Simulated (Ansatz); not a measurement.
# I on Ca(111): change of the work function, part 4 of 5

How does I on the fcc site change the work function of Ca(111) as the layer fills?

Ansatz 0.2.0; plane-wave DFT, RPBE, Ansatz PAW.

So far, work function, upper face (eV): step 2 (the clean slab) 2.94; step 3 (37 atoms, coverage 0.111 ML, cell 3x3) 3.09; step 4 (17 atoms, coverage 0.25 ML, cell 2x2) 3.29; step 5 (18 atoms, coverage 0.5 ML, cell 2x2) 3.64.

## (6) Adsorbate added, k-mesh 9×9×1, coverage 1 ML

System of this step: Ca4I (I/Ca(111)). The cell holds 5 atoms: 4 Ca and 1 I. Its edges and angles: a = 3.946 Å, b = 3.946 Å, c = 30.067 Å, α = 90.0°, β = 90.0°, γ = 60.0°. Vacuum lies along c.

Another coverage, to see how the dipoles act on each other as their distance changes.

Input file input.yaml:

```yaml
crystal:
  lattice:
    - [3.945655839, 0.0, 0.0]
    - [1.9728279195, 3.4170381912, 0.0]
    - [0.0, 0.0, 30.0673504999]
  atoms:
    - { symbol: Ca, position: [0.0, 0.0, 0.2993280036] }
    - { symbol: Ca, position: [0.3333333333, 0.3333333333, 0.4064746078] }
    - { symbol: Ca, position: [0.6666666667, 0.6666666667, 0.5147829855] }
    - { symbol: Ca, position: [0.0, 0.0, 0.6209194308] }
    - { symbol: I, position: [0.3333333333, 0.3333333333, 0.7006719964] }
kpoints:
  mp_grid: { grid: [9, 9, 1] }
hamiltonian:
  xc: rpbe
scf:
  occupations: { method: fermi_dirac, width: 0.1 }
  convergence: { dr2_threshold: 1.0e-08 }
efield:
  axis: 3
  dipole_correction: true
  ramp_position: 0.97
  ramp_width: 0.06
relax:
  f_tol: 0.02
  max_steps: 60
  constraints: [{ sites: [0, 1] }]
output:
  bader: true
  write_potential: true
  write_density: true
  volumetric_format: npy
```

Run with:

```sh
> ansatz run input.yaml --threads 4 --pin off --max-ram 12288MiB --backend cpu --events-out ev --progress --plain --runs-dir out
```

Numbers of over 12 decimals in the logs are rounded to 6 here.

The program printed:

```text
[...]
Crystal: 5 atoms, lattice volume = 405.382 Å³
Basis set: ecut = 420 eV, 7985 PW (Γ), exchange–correlation on 54×54×432 points (8 copies of the dense FFT grid, shifted against one another)
Bands: 35, of which v1, the nominal top of the filled ones, is band 29 counted from 1 (28 counted from 0)
Symmetry: 6 space group operations
[...]
0     Ca     -0.0049     0.0000    -0.0942
     1     Ca      0.1337     0.0000     0.0357
     2     Ca     -0.3021     0.0000    -0.3021
     3     Ca      1.1269     0.0001     1.1269
     4      I     -0.7665     0.0001    -0.7665
  maxima off the nuclei: 2, with 0.1872 electrons
[...]
charge, to which what the maxima have on the atom's side is counted
  estimated error of the sums over rays = 5.2e-4 e
[key lines of the parts left out:]
SCF converged after 7 iterations
Free energy (F): -14808.553785 eV
Fermi energy:    1.121410 eV
Dipole field:    D = -0.043992 V/Å  (p = -0.098554 e·Å, saw-weighted, corrected)
Work function:   Φ+ = 4.2434 eV   Φ− = 2.9206 eV
```

It took 21 s on 4 threads of Arm Neoverse V2, shared host; peak memory 0.7 GiB; 80 s of CPU time.

The steps of the relaxation:

| step | energy less that of the first step (eV) | largest force component (eV/Å) |
| --- | --- | --- |
| 1 | 0.0000 | 1.3724 |
| 2 | -0.2068 | 0.3157 |
| 3 | -0.2148 | 0.1194 |
| 4 | -0.2162 | 0.0021 |

The run keeps the 6 symmetry operations that it works with, so distortions that break them were not tested.

The atoms that moved most (Å):

```csv
atom,dx,dy,dz,length
Ca4,0.000,0.000,0.160,0.160
I5,0.000,0.000,-0.149,0.149
Ca3,0.000,0.000,0.011,0.011
```

The relaxed structure:

```xyz
5
Lattice="3.9457 0.0000 0.0000 1.9728 3.4170 0.0000 0.0000 0.0000 30.0674" Properties=species:S:1:pos:R:3
Ca    0.0000    0.0000    9.0000
Ca    1.9728    1.1390   12.2216
Ca    3.9457    2.2780   15.4887
Ca    0.0000    0.0000   18.8298
I     1.9728    1.1390   20.9186
```

Running mean over 3.222 Å of the planar mean; the ramp of the sawtooth is left out. Table of electron's electrostatic potential energy less the Fermi level by z:

z (Å), electron's electrostatic potential energy less the Fermi level (eV) and a bar from the least value:
```
        4       2.91 #########################
        5       2.86 #########################
        6       2.56 ########################
        7       0.97 ###################
        8      -2.39 #######
        9      -3.14 ####
       10      -2.97 #####
       11      -2.91 #####
       12      -2.91 #####
       13      -2.85 #####
       14      -2.76 ######
       15      -2.90 #####
       16      -2.83 ######
       17      -2.49 #######
       18      -2.85 #####
       19      -4.06 #
       20      -4.42 
       21      -1.23 ###########
       22       0.91 ##################
       23       3.06 ##########################
       24       4.17 ##############################
       25       4.24 ##############################
       26       4.24 ##############################
```

The relaxation took 4 steps and lowered the energy by 0.22 eV; the largest force on the free atoms ends at 0.0021 eV/Å.

The covered face has 4.24 eV, +1.30 eV against the clean one; the bare back face has moved by -0.03 eV, a measure of how thin the slab is.

## (7) Work function against coverage

This step: plane-wave DFT, RPBE, Ansatz PAW; work function against coverage (Ansatz 0.2.0).

The runs are now put side by side.

Numbers from this step:

* work function of the clean face: 2.942 eV
* largest change of the work function: 1.301 eV

Work function of the covered face against coverage:

| coverage (adsorbates/nm²) | work function of the covered face (eV) |
| --- | --- |
| 0.00 | 2.94 |
| 0.82 | 3.09 |
| 1.85 | 3.29 |
| 3.71 | 3.64 |
| 7.42 | 4.24 |

The dipole per adsorbate comes from the change of the cell's dipole. Coverage, by row:

| coverage (1/nm²) | coverage (ML) | work function (eV) | change (eV) | dipole per adsorbate, positive end outwards (debye) | mean height of the added atoms over the highest substrate atom (Å) |
| --- | --- | --- | --- | --- | --- |
| 0.824 | 0.1111 | 3.094 | 0.152 | -0.526 | 2.368 |
| 1.854 | 0.25 | 3.289 | 0.3466 | -0.521 | 2.359 |
| 3.709 | 0.5 | 3.64 | 0.6975 | -0.528 | 2.218 |
| 7.417 | 1 | 4.243 | 1.301 | -0.476 | 2.089 |

## (8) The slab at 0.25 ML, atoms frozen

This step: plane-wave DFT, RPBE, Ansatz PAW (Ansatz 0.2.0).

System of this step: Ca16I (I/Ca(111)). The cell holds 17 atoms: 16 Ca and 1 I. Cell: a = 7.891 Å, b = 7.891 Å, c = 30.067 Å, α = 90.0°, β = 90.0°, γ = 60.0°. Vacuum lies along c.

To see where the charge goes, the covered slab, the bare substrate and the adsorbate layer are each run at the same frozen positions and on the same grid.

Input file input.yaml:

```yaml
crystal:
  lattice:
    - [7.891311678, 0.0, 0.0]
    - [3.945655839, 6.8340763824, 0.0]
    - [0.0, 0.0, 30.0673504999]
  atoms:
    - { symbol: Ca, position: [0.0, 0.0, 0.2993280036] }
    - { symbol: Ca, position: [0.1666666667, 0.1666666667, 0.4064746078] }
    - { symbol: Ca, position: [0.3318325603, 0.3318325603, 0.5142600557] }
    - { symbol: Ca, position: [0.0015057016, 0.0015057016, 0.6216917466] }
    - { symbol: Ca, position: [0.0, 0.5, 0.2993280036] }
    - { symbol: Ca, position: [0.1666666667, 0.6666666667, 0.4064746078] }
    - { symbol: Ca, position: [0.3318325603, 0.8363348794, 0.5142600557] }
    - { symbol: Ca, position: [0.0015057016, 0.4969885968, 0.6216917466] }
    - { symbol: Ca, position: [0.5, 0.0, 0.2993280036] }
    - { symbol: Ca, position: [0.6666666667, 0.1666666667, 0.4064746078] }
    - { symbol: Ca, position: [0.8363348794, 0.3318325603, 0.5142600557] }
    - { symbol: Ca, position: [0.4969885968, 0.0015057016, 0.6216917466] }
    - { symbol: Ca, position: [0.5, 0.5, 0.2993280036] }
    - { symbol: Ca, position: [0.6666666667, 0.6666666667, 0.4064746078] }
    - { symbol: Ca, position: [0.8333333333, 0.8333333333, 0.5159448671] }
    - { symbol: Ca, position: [0.5, 0.5, 0.6146933656] }
    - { symbol: I, position: [0.1666666667, 0.1666666667, 0.7001398405] }
kpoints:
  mp_grid: { grid: [5, 5, 1] }
hamiltonian:
  xc: rpbe
scf:
  occupations: { method: fermi_dirac, width: 0.1 }
  convergence: { dr2_threshold: 1.0e-08 }
efield:
  axis: 3
  dipole_correction: true
  ramp_position: 0.97
  ramp_width: 0.06
output:
  write_potential: true
  write_density: true
  volumetric_format: npy
```

The program printed:

```text
[...]
Crystal: 17 atoms, lattice volume = 1621.527 Å³
Basis set: ecut = 420 eV, 31691 PW (Γ)
Bands: 107, of which v1, the nominal top of the filled ones, is band 89 counted from 1 (88 counted from 0)
Symmetry: 6 space group operations
[...]
k-points: 5 of 25 (time reversal used)
[...]
SCF iter   1: F=—  HF=-36661.715700 eV  |F-HF|=—  |Δ(HF+E_count)|=         —  Δρ=2.08e-3  dr2=1.47e0  ethr=1.77e-3  p=-0.151 e·Å  D=-1.69e-2 V/Å  ΔV_dip=0.51 eV  dr2_dipole=7.26e-3  V_vac-E_F(+/−)=3.30/2.80 eV  ⟨swp⟩=17.6  Hψ=3836  notcnv=0
[...]
SCF iter  11: F=-36661.662149 eV  HF=-36661.662149 eV  |F-HF|=1.11e-9  |Δ(HF+E_count)|=  4.22e-10  Δρ=2.03e-7  dr2=1.65e-9  ethr=5.65e-12  p=-0.106 e·Å  D=-1.18e-2 V/Å  ΔV_dip=0.36 eV  dr2_dipole=4.03e-11  V_vac-E_F(+/−)=3.29/2.93 eV  ⟨swp⟩=2.0  Hψ=976  notcnv=0
SCF 1 converged in 11 iterations: F = -36661.662149 eV  dr2 = 1.65e-9
[...]
SCF converged after 11 iterations
Free energy (F): -36661.662149 eV
[...]
Internal energy: -36660.984661 eV  (E = F + TS)
E sigma→0 (E₀):  -36661.323405 eV
Entropy (-TS):   -0.677487 eV (-39.852 meV/atom)
Fermi energy:    0.677410 eV
Dipole field:    D = -0.011834 V/Å  (p = -0.106046 e·Å, saw-weighted, corrected)
Work function:   Φ+ = 3.2891 eV   Φ− = 2.9332 eV
[...]
--- Band table (eV; the first three rows and the last of 5) ---
  k-point 0: bands = [... 85 lower, 0.1247, 0.2035, 0.2035, 0.2370, 0.6417, 0.6566, 0.6622, 0.6622, ... 14 higher]
  k-point 1: bands = [... 85 lower, 0.3204, 0.4207, 0.4317, 0.6666, 0.7010, 0.7387, 0.7405, 0.8187, ... 14 higher]
  k-point 2: bands = [... 85 lower, 0.3385, 0.3853, 0.8017, 0.8815, 0.8842, 0.9408, 1.0040, 1.0355, ... 14 higher]
  k-point 4: bands = [... 85 lower, 0.4053, 0.5954, 0.6918, 0.7447, 0.8893, 0.9050, 0.9553, 1.0573, ... 14 higher]
```

Elapsed: 36 s, on 4 threads; peak memory 3.5 GiB.

In the SCF lines HF is the Harris–Foulkes energy and dr2 the Hartree energy of the density residual, in eV; the loop may stop once dr2 is under the threshold and the program's other checks hold. Hψ counts applications of the Hamiltonian.

Numbers from this step:

* energy at zero smearing: -36661.3234 eV
* work function, upper face: 3.289 eV
* work function, lower face: 2.933 eV
* dipole along the normal: -0.1060 e·Å
* step between the vacuum levels: 0.3558 eV

The work function of the upper face is 3.29 eV.

## (9) The substrate of the 0.25 ML cell alone

System of this step: I/Ca(111), substrate alone, atoms held. The cell holds 16 atoms: 16 Ca. Its edges and angles: a = 7.891 Å, b = 7.891 Å, c = 30.067 Å, α = 90.0°, β = 90.0°, γ = 60.0°. Vacuum lies along c.

The second part, atoms unmoved.

Edit input.yaml of step 8 so:

```diff
@@ -22,3 +22,2 @@
     - { symbol: Ca, position: [0.5, 0.5, 0.6146933656] }
-    - { symbol: I, position: [0.1666666667, 0.1666666667, 0.7001398405] }
 kpoints:
```

The program printed:

```text
[...]
Crystal: 16 atoms, lattice volume = 1621.527 Å³
Basis set: ecut = 420 eV, 31691 PW (Γ)
Bands: 96, of which v1, the nominal top of the filled ones, is band 80 counted from 1 (79 counted from 0)
Symmetry: 6 space group operations
[...]
k-points: 5 of 25 (time reversal used)
[...]
SCF iter   1: F=—  HF=-29137.031874 eV  |F-HF|=—  |Δ(HF+E_count)|=         —  Δρ=2.26e-3  dr2=2.65e0  ethr=1.77e-3  p=0.002 e·Å  D=1.81e-4 V/Å  ΔV_dip=-0.01 eV  dr2_dipole=6.73e-4  V_vac-E_F(+/−)=2.78/2.78 eV  ⟨swp⟩=17.6  Hψ=6798  notcnv=0
[...]
SCF iter  10: F=-29136.933355 eV  HF=-29136.933355 eV  |F-HF|=4.07e-10  |Δ(HF+E_count)|=   1.04e-9  Δρ=1.07e-7  dr2=3.29e-10  ethr=6.25e-12  p=0.005 e·Å  D=5.54e-4 V/Å  ΔV_dip=-0.02 eV  dr2_dipole=6.82e-12  V_vac-E_F(+/−)=2.94/2.96 eV  ⟨swp⟩=13.2  Hψ=1752  notcnv=0
SCF 1 converged in 10 iterations: F = -29136.933355 eV  dr2 = 3.29e-10
[...]
SCF converged after 10 iterations
Free energy (F): -29136.933355 eV
[...]
Internal energy: -29136.229002 eV  (E = F + TS)
E sigma→0 (E₀):  -29136.581178 eV
Entropy (-TS):   -0.704354 eV (-44.022 meV/atom)
Fermi energy:    0.503346 eV
Dipole field:    D = 0.000556 V/Å  (p = 0.004979 e·Å, saw-weighted, corrected)
Work function:   Φ+ = 2.9398 eV   Φ− = 2.9565 eV
[...]
--- Band table (eV; the first three rows and the last of 5) ---
  k-point 0: bands = [... 76 lower, -0.0915, 0.0080, 0.0080, 0.0120, 0.3898, 0.4660, 0.4660, 0.4703, ... 28 higher]
  k-point 1: bands = [... 76 lower, 0.1051, 0.2387, 0.2416, 0.4264, 0.4668, 0.5383, 0.5472, 0.6086, ... 28 higher]
  k-point 2: bands = [... 76 lower, 0.1143, 0.1178, 0.5405, 0.6973, 0.7020, 0.7098, 0.7803, 0.7961, ... 28 higher]
  k-point 4: bands = [... 76 lower, 0.2081, 0.3191, 0.5133, 0.5652, 0.6426, 0.6632, 0.7397, 0.8360, ... 28 higher]
```

Wall time 38 s (4 threads); peak memory 3.5 GiB; 2.5 min of CPU time.

Numbers from this step:

| Quantity | Value |
| --- | --- |
| energy at zero smearing | -29136.5812 eV |
| work function, upper face | 2.940 eV |
| dipole along the normal | 0.004979 e·Å |

The work function of the upper face is 2.94 eV.

## (10) The adsorbate layer of the 0.25 ML cell alone

System of this step: I/Ca(111), adsorbate layer alone, atoms held. The cell holds 1 atom: 1 I. Its edges and angles: a = 7.891 Å, b = 7.891 Å, c = 30.067 Å, α = 90.0°, β = 90.0°, γ = 60.0°. Vacuum lies along c.

The third part; a free layer of atoms may carry a moment, so spin is on.

input.yaml, the sections that differ from step 9:

```yaml
crystal:
  lattice:
    - [7.891311678, 0.0, 0.0]
    - [3.945655839, 6.8340763824, 0.0]
    - [0.0, 0.0, 30.0673504999]
  atoms:
    - { symbol: I, position: [0.1666666667, 0.1666666667, 0.7001398405], spin: 1.0 }
magnetization:
  spin_polarized: true
# kpoints, hamiltonian, scf, efield, output: as in step 9
```

The program printed:

```text
[...]
Crystal: 1 atoms, lattice volume = 1621.527 Å³
Basis set: ecut = 420 eV, 31691 PW (Γ)
Bands: 13, of which v1, the nominal top of the filled ones, is band 9 counted from 1 (8 counted from 0)
Symmetry: 12 space group operations
k-points: 5 of 25
[...]
Starting moments: Σ|m| = 1 μB on 1 of 1 site
[...]
SCF iter   1: F=—  HF=-7521.012531 eV  |F-HF|=—  |Δ(HF+E_count)|=         —  Δρ=6.27e-3 (↑6.21e-3 ↓6.27e-3)  dr2=1.69e-4  dr2_m=5.79e-1  M=0.887 μB ∫|m|=0.887 μB  β_m=0.30  ethr=1.97e-6  p=0.000 e·Å  D=2.42e-8 V/Å  ΔV_dip=-0.00 eV  dr2_dipole=2.66e-13  V_vac-E_F(+/−)=6.80/6.80 eV  ⟨swp⟩=4.9  Hψ=1353  notcnv=0
[...]
spin=Collinear: Resta preconditioning applied to the charge; magnetization (m = ρ↑ − ρ↓) channel mixes plain (no charge-response kernel on spin).
SCF iter   2: F=—  HF=-7521.068510 eV  |F-HF|=—  |Δ(HF+E_count)|=   5.60e-2  Δρ=4.41e-3 (↑4.38e-3 ↓4.41e-3)  dr2=8.25e-5  dr2_m=2.87e-1  M=0.943 μB ∫|m|=0.944 μB  β_m=0.30  ethr=9.97e-7  p=-0.000 e·Å  D=-4.71e-8 V/Å  ΔV_dip=0.00 eV  dr2_dipole=9.89e-14  V_vac-E_F(+/−)=6.77/6.77 eV  ⟨swp⟩=2.0  Hψ=220  notcnv=0  κ⁻¹=1.0e0(r=1)
[...]
SCF iter   6: F=—  HF=-7521.124753 eV  |F-HF|=—  |Δ(HF+E_count)|=   9.56e-3  Δρ=8.02e-6 (↑8.02e-6 ↓6.51e-6)  dr2=5.70e-7  dr2_m=7.14e-7  M=0.996 μB ∫|m|=0.996 μB  β_m=1.20  ethr=9.37e-10  p=-0.000 e·Å  D=-2.96e-7 V/Å  ΔV_dip=0.00 eV  dr2_dipole=1.83e-13  V_vac-E_F(+/−)=6.63/6.63 eV  ⟨swp⟩=4.0  Hψ=320  notcnv=0
[...]
spin-set hold released at iteration 6 (site moments contracting): the magnetisation degrees of freedom join the quasi-Newton model from the next iteration; the mixer history was flushed
SCF iter   7: F=—  HF=-7521.129553 eV  |F-HF|=—  |Δ(HF+E_count)|=   4.80e-3  Δρ=5.12e-6 (↑5.12e-6 ↓4.44e-6)  dr2=2.53e-7  dr2_m=3.07e-7  M=0.996 μB ∫|m|=0.996 μB  β_m=1.20  ethr=9.37e-10  p=-0.000 e·Å  D=-2.37e-7 V/Å  ΔV_dip=0.00 eV  dr2_dipole=3.69e-14  V_vac-E_F(+/−)=6.63/6.63 eV  ⟨swp⟩=3.0  Hψ=310  notcnv=0  κ⁻¹=1.0e0(r=1)
density mixer auto → broyden: gapped, with many states about μ (density of states about μ 1.82 of a free-electron gas's, 66 screened modes)
SCF iter   8: F=—  HF=-7521.134172 eV  |F-HF|=—  |Δ(HF+E_count)|=   4.62e-3  Δρ=1.10e-6 (↑9.74e-7 ↓1.10e-6)  dr2=1.66e-9  dr2_m=1.53e-8  M=0.996 μB ∫|m|=0.996 μB  β_m=1.20  ethr=5.88e-11  p=-0.000 e·Å  D=-1.65e-7 V/Å  ΔV_dip=0.00 eV  dr2_dipole=7.75e-15  V_vac-E_F(+/−)=6.63/6.63 eV  ⟨swp⟩=9.3  Hψ=895  notcnv=0  κ⁻¹=3.6e-2(r=2)
[...]
SCF iter  16: F=-7521.134394 eV  HF=-7521.134394 eV  |F-HF|=2.22e-9  |Δ(HF+E_count)|=   2.79e-8  Δρ=5.69e-9 (↑3.01e-9 ↓5.69e-9)  dr2=2.42e-13  dr2_m=1.68e-13  M=0.996 μB ∫|m|=0.996 μB  ethr=1.00e-12  p=-0.000 e·Å  D=-1.64e-7 V/Å  ΔV_dip=0.00 eV  dr2_dipole=2.25e-18  V_vac-E_F(+/−)=6.63/6.63 eV  ⟨swp⟩=3.2  Hψ=361  notcnv=0
SCF 1 converged in 16 iterations: F = -7521.134394 eV  dr2 = 2.42e-13
[...]
smearing (spin ↓): bands 6 to 8 share 2.002 electrons (bands counted from 0; each is filled to between 0.6521 and 0.6819 of a full level; at each k-point the levels lie within 1.0e-2 eV, against a smearing width of 0.1000 eV). The entropy term TS of this state is 0.1926 eV
[...]
this state was not tested for a lower state beside it, because the mixer in use, unlike msr1, does not test its closes by its own steps (another_mixer; see scf.mixing.algorithm and scf.lower_state_search)
SCF converged after 16 iterations
Magnetization: 0.9955 μB (8.9978 up, 8.0022 down)
Absolute magnetization: 0.9971 μB (∫|ρ↑−ρ↓|, with the PAW one-centre terms)
[...]
Per-site moments (μB) at R_I (Å): [(0.994793, 3.255166)]
Free energy (F): -7521.134394 eV
[...]
Internal energy: -7520.941804 eV  (E = F + TS)
E sigma→0 (E₀):  -7521.038099 eV
Entropy (-TS):   -0.192590 eV (-192.590 meV/atom)
Fermi energy:    -6.346619 eV
Dipole field:    D = -0.000000 V/Å  (p = -0.000001 e·Å, saw-weighted, corrected)
Work function:   Φ+ = 6.6284 eV   Φ− = 6.6284 eV
[...]
--- Band table (eV; the first three rows and the last of 10) ---
  k-point 0 ↑: bands = [... 5 lower, -17.3595, -7.0680, -7.0611, -7.0611, -0.8961, 0.1430, 0.3045, 0.6464]
  k-point 1 ↑: bands = [... 5 lower, -17.3595, -7.0676, -7.0651, -7.0621, -0.7386, 0.2522, 0.4340, 0.7732]
  k-point 2 ↑: bands = [... 5 lower, -17.3594, -7.0715, -7.0668, -7.0637, -0.3137, 0.4458, 0.5685, 0.8188]
  k-point 4 ↓: bands = [... 5 lower, -16.7142, -6.4225, -6.4163, -6.4155, 0.1118, 0.3932, 0.8485, 0.9011]
```

It took 12 s on 4 threads; peak memory 1.6 GiB.

Numbers from this step:

- energy at zero smearing: -7521.0381 eV
- total moment: 0.9955 μB
- site moments: 0.9948 μB
- work function, upper face: 6.628 eV
- dipole along the normal: -1.48e-6 e·Å

Site moment by atom:

```csv
atom,site moment (μB)
I1,0.995
```

The free layer carries a moment of 1.0 μB a cell.

[end of part 4 of 5]

[Logs are printed without paths, hosts, clocks, repeated set-up lines and the standing remarks that a program may print on its own settings, such as how far it seeks lower states.]

[Hosts, paths, dates, database ids (printed as entryN), source tags and the programs' standing remarks are cut or masked in the printed files.]

[Maps of the electrostatic potential energy from Ansatz leave out the sawtooth potential of an applied field or a dipole correction, so their vacuum need not be flat; planar profiles and work functions include it.]
